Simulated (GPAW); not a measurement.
## KBr (Fm-3m): refractive index against wavelength

The refractive index of KBr (Fm-3m) below the direct gap (4.04 eV on the mesh) is read from one computed spectrum, n = √(Re ε).

Cell: a, b, c = 4.667, 4.667, 4.667 Å (primitive vectors), 2 atoms.

Method: GPAW 26.7.0, LDA, RPA, k-mesh 16×16×16, local fields up to 50 eV, Lorentzian half width 0.1 eV.

Launch of the response step: `OMP_NUM_THREADS=1 python df.py`. The run took 5.9 min, its band step included, on 1 thread of Arm Neoverse V1, on a shared host.

```tsv
wavelength (nm)	photon energy E (eV)	n
1310	0.946	1.5789
1064	1.165	1.5824
850	1.459	1.5883
700	1.771	1.5964
633	1.959	1.6022
532	2.331	1.6164
450	2.755	?
```

In the single-oscillator model n² − 1 = E₀E_d/(E₀² − E²), so 1/(n² − 1) = E₀/E_d − E²/(E₀E_d) is linear in E².

Working, on the rows shown:

| x = E² (eV²) | y = 1/(n² − 1) |
| --- | --- |
| 0.895757 | 0.669826 |
| 1.35784 | 0.664898 |
| 2.12762 | 0.65673 |
| 3.13716 | 0.645789 |
| 3.83641 | 0.638144 |
| 5.43137 | 0.620059 |

Means: x̄ = 2.7977, ȳ = 0.64924. Σ(x − x̄)(y − ȳ) = -0.1563, Σ(x − x̄)² = 14.27. Slope = -0.1563 / 14.27 = -0.01095; intercept = ȳ − slope · x̄ = 0.67988. Turned back into n, the line misses the rows shown by at most 0.00027.

Question: What does the fit predict for the withheld row, and how well does it do?

Answer: At x = 7.5912 the line gives y = 0.59675, that is 1.6358. The run gave 1.6380, so the extrapolation is off by 0.0022, 4 % of the range in the table.

Refitted with all rows, the slope is -0.01126 and the intercept 0.6806. These give E₀ = √(intercept/−slope) = 7.77 eV and E_d = E₀/intercept = 11.4 eV; E₀ is 1.9 times the direct gap. The electronic limit at long wavelengths, without lattice vibrations, is n = √(1 + 1/intercept) = 1.571. Excitons are left out; LDA gaps are as a rule too small. The values come from a sum over the points of one k-mesh and carry its error, which grows as the direct gap shrinks. Spin-orbit coupling is left out.

[Logs are printed without paths, hosts, clocks, repeated set-up lines and the standing remarks that a program may print on its own settings, such as how far it seeks lower states.]
